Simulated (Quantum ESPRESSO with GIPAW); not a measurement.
# 27Al and 15N NMR of AlN, calculated

Aim: the magnetic shielding of every site in AlN.

Method: DFT, PBE, plane-wave PAW (pslibrary 1.0.0 recipes), scalar-relativistic, GIPAW; a patched development version of the program, in Quantum ESPRESSO with GIPAW 8.0dev (patched build).

The database entry behind the starting cell differs from later determinations by our own check (inner coordinate u about 0.002 short), so it need not match the best structure at ambient conditions.

## 1. The starting structure

Symmetry: P6_3mc, No. 186, hexagonal system. Conventional cell: a = 3.113 Å, b = 3.113 Å, c = 4.981 Å, α = 90.00°, β = 90.00°, γ = 120.00°. Al has 4 N at 1.89 to 1.90 Å nearest. Nearest to N lie 4 Al at 1.89 to 1.90 Å. Farther neighbours and most contacts between anions are not listed.

The cell is an entry of the Crystallography Open Database; it need not be the form that is stable at ambient conditions.

This structure had its atoms relaxed beforehand (DFT, PBE, plane-wave PAW (pslibrary 1.0.0 recipes), Quantum ESPRESSO with GIPAW), starting from the database entry, since shieldings follow bond lengths closely.

## 2. Self-consistent run

The shielding is a linear response of the occupied states, which this run provides. It is converged far beyond what an energy needs, since the response uses the wavefunctions themselves. No empty states are asked for: the response is solved without them. The mesh has a spacing of 0.32 Å⁻¹ at most. The PAW files were made with ld1.x from the pslibrary 1.0.0 recipes, with GIPAW reconstruction switched on.

scf.in

```
&control
  calculation = 'scf'
  prefix = 'x'
  outdir = './tmp/'
  pseudo_dir = './'
/
&system
  ibrav = 0
  nat = 4
  ntyp = 2
  ecutwfc = 55
  ecutrho = 340
  nbnd = 8
/
&electrons
  conv_thr = 1.0d-10
  mixing_beta = 0.7
  electron_maxstep = 100
/
ATOMIC_SPECIES
  Al 26.982 Al.pbe-n-kjpaw_psl.1.0.0-gipaw.UPF
  N 14.007 N.pbe-n-kjpaw_psl.1.0.0-gipaw.UPF
CELL_PARAMETERS angstrom
  3.11300000 0.00000000 0.00000000
  -1.55650000 2.69593708 0.00000000
  0.00000000 0.00000000 4.98100000
ATOMIC_POSITIONS crystal
  Al 0.66666667 0.33333333 0.49900228
  Al 0.33333333 0.66666667 -0.00099772
  N 0.66666667 0.33333333 0.88099772
  N 0.33333333 0.66666667 0.38099772
K_POINTS automatic
  8 8 4 0 0 0
```

The run is started by

```
> mpirun -np 4 pw.x -nk 4 -in scf.in > scf.out
```

The program printed:

```text
using ibrav=0 with symmetry is DISCOURAGED, use correct ibrav instead

     bravais-lattice index     =            0
     lattice parameter (alat)  =       5.8827  a.u.
     unit-cell volume          =     282.0993 (a.u.)^3
     number of atoms/cell      =            4
     number of atomic types    =            2
     number of electrons       =        16.00
     number of Kohn-Sham states=            8
     kinetic-energy cutoff     =      55.0000  Ry
     charge density cutoff     =     340.0000  Ry
     scf convergence threshold =      1.0E-10
     mixing beta               =       0.7000
     number of iterations used =            8  plain     mixing
     Exchange-correlation= SLA-PW-PBX-PBC
                           (   1   4   3   4   0   0   0)
[...]
Al                3.00    26.98200     Al( 1.00)
     N                 5.00    14.00700     N ( 1.00)

     12 Sym. Ops. (no inversion) found ( 6 have fractional translation)
[...]
number of k points=    30
[...]
Dense  grid:    29911 G-vectors     FFT dimensions: (  36,  36,  60)

     Smooth grid:    15489 G-vectors     FFT dimensions: (  27,  27,  48)

     Check: negative core charge=   -0.000002

     Initial potential from superposition of free atoms

     starting charge      15.9954, renormalised to      16.0000
     Starting wfcs are   16 randomized atomic wfcs

     Self-consistent Calculation

     iteration #  1     ecut=    55.00 Ry     beta= 0.70
     Davidson diagonalization with overlap
     ethr =  1.00E-02,  avg # of iterations =  2.0

     total energy              =    -135.31368312 Ry
     estimated scf accuracy    <       1.22254530 Ry

     iteration #  2     ecut=    55.00 Ry     beta= 0.70
     Davidson diagonalization with overlap
     ethr =  7.64E-03,  avg # of iterations =  2.1

     total energy              =    -135.72854263 Ry
     estimated scf accuracy    <       0.79521897 Ry

     iteration #  3     ecut=    55.00 Ry     beta= 0.70
     Davidson diagonalization with overlap
     ethr =  4.97E-03,  avg # of iterations =  2.0

     total energy              =    -135.83849242 Ry
     estimated scf accuracy    <       0.01516533 Ry

[...]
total energy              =    -135.85042531 Ry
[...]
iteration # 15     ecut=    55.00 Ry     beta= 0.70
     Davidson diagonalization with overlap
     ethr =  1.75E-10,  avg # of iterations =  1.0

     total energy              =    -135.85042531 Ry
     estimated scf accuracy    <       0.00000001 Ry

     iteration # 16     ecut=    55.00 Ry     beta= 0.70
     Davidson diagonalization with overlap
     ethr =  8.02E-11,  avg # of iterations =  2.7

     End of self-consistent calculation
     [one-electron energies left out]

!    total energy              =    -135.85042531 Ry
     total all-electron energy =     -1190.733564 Ry
     estimated scf accuracy    <          9.9E-11 Ry

     The total energy is the sum of the following terms:
     one-electron contribution =      -1.31201460 Ry
     hartree contribution      =      11.40859657 Ry
     xc contribution           =     -17.14205569 Ry
     ewald contribution        =     -43.48687732 Ry
     one-center paw contrib.   =     -85.31807426 Ry

     convergence has been achieved in  16 iterations
[...]
JOB DONE.
```

Wall time 19 s (4 MPI ranks of Arm Neoverse N1, shared host); peak memory 0.54 GiB.

It converged in 16 cycles to an estimated accuracy of 1e-10 Ry, on 30 irreducible k-points.

## 3. GIPAW: job nmr

A uniform field breaks periodicity, so gipaw.x applies it as a wave of small q and takes the limit. It solves for the first-order states, builds the induced current and gets the field at each nucleus by Biot–Savart; the PAW spheres add what the smooth waves miss near the nuclei. pawproj makes the reconstruction use the PAW data sets' own projectors.

nmr.in

```
&inputgipaw
  job = 'nmr'
  prefix = 'x'
  tmp_dir = './tmp/'
  restart_mode = 'from_scratch'
  verbosity = 'low'
  q_gipaw = 0.01
  spline_ps = .true.
  conv_threshold = 1.0d-11
  use_nmr_macroscopic_shape = .false.
  pawproj(1) = .true.
  pawproj(2) = .true.
/
```

The run is started by

```
> mpirun -np 4 gipaw.x -in nmr.in > nmr.out
```

The program printed:

```text
[banner, memory and clock lines left out]
[a note of our patched build left out]

     Parallelizing q-star over 1 images

     IMPORTANT: XC functional enforced from input :
     Exchange-correlation= PBE
                           (   1   4   3   4   0   0   0)
     Any further DFT definition will be discarded
     Please, verify this is what you really want

     Check: negative core charge=   -0.000002
[...]
WARNING: some symmetry operations do not permute x, y and z, so the susceptibility and the shape term are
     wrong: all shieldings move alike (in wurtzite BN nosym gave 13 and 6 ppm more at 3 and 6 points an axis).
     Run pw.x with nosym, and raise the mesh until the susceptibility stays

     alpha_pv=     30.4026 eV

     spline_ps is .false., expect some extrapolation errors

     q-space interpolation up to    66.00 Rydberg

     GIPAW job: nmr
     NMR macroscopic correction: no
[...]
Computing the magnetic susceptibility     isolve=0    ethr=  0.1000E-10
     Starting from scratch
     k-point #    1 of    30      pool #  1    cpu time:       1.3
[...]
End of magnetic susceptibility calculation

     f-sum rule (1st term):
           -15.7203          0.0000          0.0000
             0.0000        -15.7203         -0.0000
            -0.0000          0.0000        -15.7145

     f-sum rule (2nd term):
            -0.2338          0.0000         -0.0000
            -0.0000         -0.2338          0.0000
             0.0000          0.0000         -0.2354

     f-sum rule (should be   -15.9495):
           -15.9540          0.0000         -0.0000
             0.0000        -15.9540         -0.0000
            -0.0000          0.0000        -15.9499

[... susceptibilities left out ...]
     Contributions to the NMR chemical shifts: -------------------------------

     Macroscopic shape contribution in ppm:                    0.00
             0.0000          0.0000          0.0000
             0.0000          0.0000          0.0000
             0.0000          0.0000          0.0000

     Core contribution in ppm:

     Atom  1  Al  pos: (  0.500000  0.288675  0.798436)  core sigma:         766.76
     Atom  2  Al  pos: ( -0.000000  0.577350 -0.001596)  core sigma:         766.76
     Atom  3  N   pos: (  0.500000  0.288675  1.409653)  core sigma:         235.78
     Atom  4  N   pos: ( -0.000000  0.577350  0.609621)  core sigma:         235.78

     Bare contribution in ppm:

     Atom  1  Al  pos: (  0.500000  0.288675  0.798436)  bare sigma:         -20.68
[...]
Atom  2  Al  pos: ( -0.000000  0.577350 -0.001596)  bare sigma:         -20.68
[...]
Atom  3  N   pos: (  0.500000  0.288675  1.409653)  bare sigma:           6.16
[...]
Atom  4  N   pos: ( -0.000000  0.577350  0.609621)  bare sigma:           6.16
[...]
Diamagnetic contribution in ppm:

     Atom  1  Al  pos: (  0.500000  0.288675  0.798436)  dia sigma:           2.50
[...]
Atom  2  Al  pos: ( -0.000000  0.577350 -0.001596)  dia sigma:           2.50
[...]
Atom  3  N   pos: (  0.500000  0.288675  1.409653)  dia sigma:           6.68
[...]
Atom  4  N   pos: ( -0.000000  0.577350  0.609621)  dia sigma:           6.68
[...]
Paramagnetic contribution in ppm:

     Atom  1  Al  pos: (  0.500000  0.288675  0.798436)  para sigma:        -305.64
[...]
Atom  2  Al  pos: ( -0.000000  0.577350 -0.001596)  para sigma:        -305.64
[...]
Atom  3  N   pos: (  0.500000  0.288675  1.409653)  para sigma:         -79.98
[...]
Atom  4  N   pos: ( -0.000000  0.577350  0.609621)  para sigma:         -79.98
[...]
Paramagnetic US occ-occ contribution in ppm:

     Atom  1  Al  pos: (  0.500000  0.288675  0.798436)  para_oo sigma:          -1.50
[...]
Atom  2  Al  pos: ( -0.000000  0.577350 -0.001596)  para_oo sigma:          -1.50
[...]
Atom  3  N   pos: (  0.500000  0.288675  1.409653)  para_oo sigma:          -0.51
[...]
Atom  4  N   pos: ( -0.000000  0.577350  0.609621)  para_oo sigma:          -0.51
[...]
Paramagnetic US L_R Q_R contribution in ppm:

     Atom  1  Al  pos: (  0.500000  0.288675  0.798436)  para_lq sigma:           1.73
[...]
Atom  2  Al  pos: ( -0.000000  0.577350 -0.001596)  para_lq sigma:           1.73
[...]
Atom  3  N   pos: (  0.500000  0.288675  1.409653)  para_lq sigma:         -51.40
[...]
Atom  4  N   pos: ( -0.000000  0.577350  0.609621)  para_lq sigma:         -51.40
[...]
Total NMR chemical shifts in ppm: ---------------------------------------
     (adopting the Simpson convention for anisotropy and asymmetry)-----------

     Atom  1  Al  pos: (  0.500000  0.288675  0.798436)  Total sigma:         443.17
           448.7752          0.0000         -0.0000
             0.0000        448.7752          0.0000
            -0.0000          0.0000        431.9633

     Al      1    anisotropy:    -16.81    eta:    0.0000
[...]
Atom  2  Al  pos: ( -0.000000  0.577350 -0.001596)  Total sigma:         443.17
[... its tensor is left out ...]
     Atom  3  N   pos: (  0.500000  0.288675  1.409653)  Total sigma:         116.72
           113.5472         -0.0000         -0.0000
            -0.0000        113.5472          0.0000
            -0.0000          0.0000        123.0639

     N       3    anisotropy:      9.52    eta:    0.0000
[...]
Atom  4  N   pos: ( -0.000000  0.577350  0.609621)  Total sigma:         116.72
[... its tensor is left out ...]
```

Wall time 88 s (4 MPI ranks); peak memory 0.27 GiB; 5.9 min of CPU time.

The f-sum rule is met to 0.0045 of 15.9 (0.03 %). Converged shieldings require that this miss be small, but a small miss does not prove them. gipaw.x warns that with these symmetry operations the susceptibility and the shape term are unreliable; the other terms are not touched.

From the symmetric part of each tensor, with principal values σ11 ≤ σ22 ≤ σ33: σ_iso is their mean, the span is σ33 − σ11 and the skew 3(σ_iso − σ22)/span. (gipaw.x prints an anisotropy in another convention.)

| site | atom no. | atoms in cell | σ_iso (ppm) | span (ppm) | skew |
| --- | --- | --- | --- | --- | --- |
| Al | 1 | 2 | 443.2 | 16.8 | -1.00 |
| N | 3 | 2 | 116.7 | 9.5 | 1.00 |

The macroscopic shape term is switched off. For a spherical sample the valence susceptibility of this run would add about 7 ppm to every site, a rough estimate, since the susceptibility converges slowly and lacks part of the PAW terms, above all in hexagonal and trigonal cells. Differences within the crystal don't depend on it, but shieldings of different compounds can't be compared to better than a few ppm without it.

An axis of order three or more runs through Al and N, so two principal values coincide and the skew is ±1. In this run the largest span is that of Al (site symmetry 3m), with principal values 432.0, 448.8 and 448.8 ppm.

27Al also has a quadrupolar coupling here. It is not given: on PAW files the efg job of this gipaw.x leaves out the augmentation charge of neighbouring atoms and can miss by tens of per cent.

## 4. Sites, surroundings and shifts

Covalently bonded atoms count as neighbours within 1.18 times the sum of their radii. Otherwise a cation's neighbours lie within 1.2 times its shortest bond (1.3 for large cations, each anion's radius taken off where they differ), and an anion's are the cations that count it.

| site | atom no. | atoms in cell | surroundings | bonds (Å) | σ_iso (ppm) |
| --- | --- | --- | --- | --- | --- |
| Al | 1 | 2 | AlN4 | 1.89 to 1.90 | 443.2 |
| N | 3 | 2 | bound to Al4 | 1.89 to 1.90 | 116.7 |

## 5. What the settings change

Each row names what was changed: the structure as given shows what the relaxation did; another mesh tests the sampling of the zone; another functional shows how far the paramagnetic term hangs on the exchange-correlation form; another cutoff tests the basis.

Changes of σ_iso (ppm) against the run above (PBE, cutoffs 55 and 340 Ry, mesh 8×8×4, 7.1 min). Times are CPU times of pw.x and gipaw.x together, on 4 MPI ranks of Arm Neoverse N1, shared host; on a shared host they are rough. A run is marked as doubtful where the f-sum miss passes 0.015 electrons, or that much for each three atoms in larger cells (with Tl, Pb, Hg, Bi or Sn a third of that, or a mesh spacing over 0.26 Å⁻¹), or where the susceptibility is unphysically large.

| run | CPU time | f-sum miss | Al | N |
| --- | --- | --- | --- | --- |
| structure as given | 7.3 min | 0.0047 | -0.3 | -0.2 |
| mesh 10×10×6 | 13 min | 9.0e-4 | +0.3 | +1.3 |
| LDA | 6.7 min | 0.0049 | -17.4 | -11.5 |
| cutoffs 40 and 340 Ry (coarse on purpose) | 4.7 min | 0.0054 | +0.0 | -0.2 |
| mesh 5×5×3 (marked) | 3 min | 0.13 | -3.2 | -11.4 |
| Wu-Cohen | 7.1 min | 0.0050 | -3.2 | -6.8 |

The largest move is -17.4 ppm, on Al, from LDA.

## 6. A bad input

For contrast, the same job on a spoilt input.

nmr.in, as its differences from that of step 3:

```diff
@@ -6,3 +6,3 @@
   verbosity = 'low'
-  q_gipaw = 0.01
+  q_gipaw = 0.5
   spline_ps = .true.
```

The program printed:

```text
[banner, memory and clock lines left out]
[a note of our patched build left out]

     Parallelizing q-star over 1 images

     IMPORTANT: XC functional enforced from input :
     Exchange-correlation= PBE
                           (   1   4   3   4   0   0   0)
     Any further DFT definition will be discarded
     Please, verify this is what you really want

     Check: negative core charge=   -0.000002
[...]
WARNING: some symmetry operations do not permute x, y and z, so the susceptibility and the shape term are
     wrong: all shieldings move alike (in wurtzite BN nosym gave 13 and 6 ppm more at 3 and 6 points an axis).
     Run pw.x with nosym, and raise the mesh until the susceptibility stays

     alpha_pv=     30.4026 eV

     spline_ps is .false., expect some extrapolation errors

     q-space interpolation up to    66.00 Rydberg

     GIPAW job: nmr
     NMR macroscopic correction: no
[...]
Computing the magnetic susceptibility     isolve=0    ethr=  0.1000E-10
     Starting from scratch
[...]
Paramagnetic US L_R Q_R contribution in ppm:

     Atom  1  Al  pos: (  0.500000  0.288675  0.798436)  para_lq sigma:           1.73
[...]
Atom  2  Al  pos: ( -0.000000  0.577350 -0.001596)  para_lq sigma:           1.73
[...]
Atom  3  N   pos: (  0.500000  0.288675  1.409653)  para_lq sigma:         -51.40
[...]
Atom  4  N   pos: ( -0.000000  0.577350  0.609621)  para_lq sigma:         -51.40
[...]
Total NMR chemical shifts in ppm: ---------------------------------------
     (adopting the Simpson convention for anisotropy and asymmetry)-----------

     Atom  1  Al  pos: (  0.500000  0.288675  0.798436)  Total sigma:         500.91
[...]
Al      1    anisotropy:    -27.78    eta:    0.0000
[...]
Atom  2  Al  pos: ( -0.000000  0.577350 -0.001596)  Total sigma:         500.91
[...]
Atom  3  N   pos: (  0.500000  0.288675  1.409653)  Total sigma:         141.13
[...]
N       3    anisotropy:      9.95    eta:    0.0000
[...]
Atom  4  N   pos: ( -0.000000  0.577350  0.609621)  Total sigma:         141.13
[...]
```

Wall time 93 s (4 MPI ranks); peak memory 0.27 GiB; 6.2 min of CPU time.

The run ends without an error, but the fault (a field wave vector far too long) moves σ_iso of Al by +57.7 ppm (both without the shape term); the f-sum rule is missed by 0.034 electrons. Its numbers are not to be used. The field is then no longer uniform over the cell, and the limit q → 0 is not reached.

## 7. What came out

```yaml
27al_shielding_without_shape_term: 443.2 ppm
15n_shielding_without_shape_term: 116.7 ppm
```

**Reading.** 27Al has one site (AlN4), with isotropic shielding 443.2 ppm (shape term left out). A shift needs a reference, δ = σ_ref − σ, fixed on measured compounds; for 27Al of this kind at this level too few were at hand, or they scattered too widely about a line, so none is given. Going to mesh 10×10×6 changes no isotropic shielding by more than 1.3 ppm, a first measure of the error left in that respect. A higher cutoff was not carried through on these files. The cheaper run with cutoffs 40 and 340 Ry takes about 65 % of the time and is off by 3.3e-4 ppm on Al, and by 0.19 ppm at most. The largest change with the functional is 17.4 ppm in absolute shielding; part of that drops out once each functional has its own reference line. This build of gipaw.x prints that it is not audited and that its numbers are no references by themselves. It also reports spline_ps as false although the input sets it; why was not traced.

[Banner, clock, file and message-heading lines were taken out of the pw.x and gipaw.x logs.]

[Logs are printed without paths, hosts, clocks, repeated set-up lines and the standing remarks that a program may print on its own settings, such as how far it seeks lower states.]

[Hosts, paths, dates, database ids (printed as entryN), source tags and the programs' standing remarks are cut or masked in the printed files.]

[Where no reference line passes its bar on scatter, no shift is given, so a measured shift of this compound may stand uncompared.]
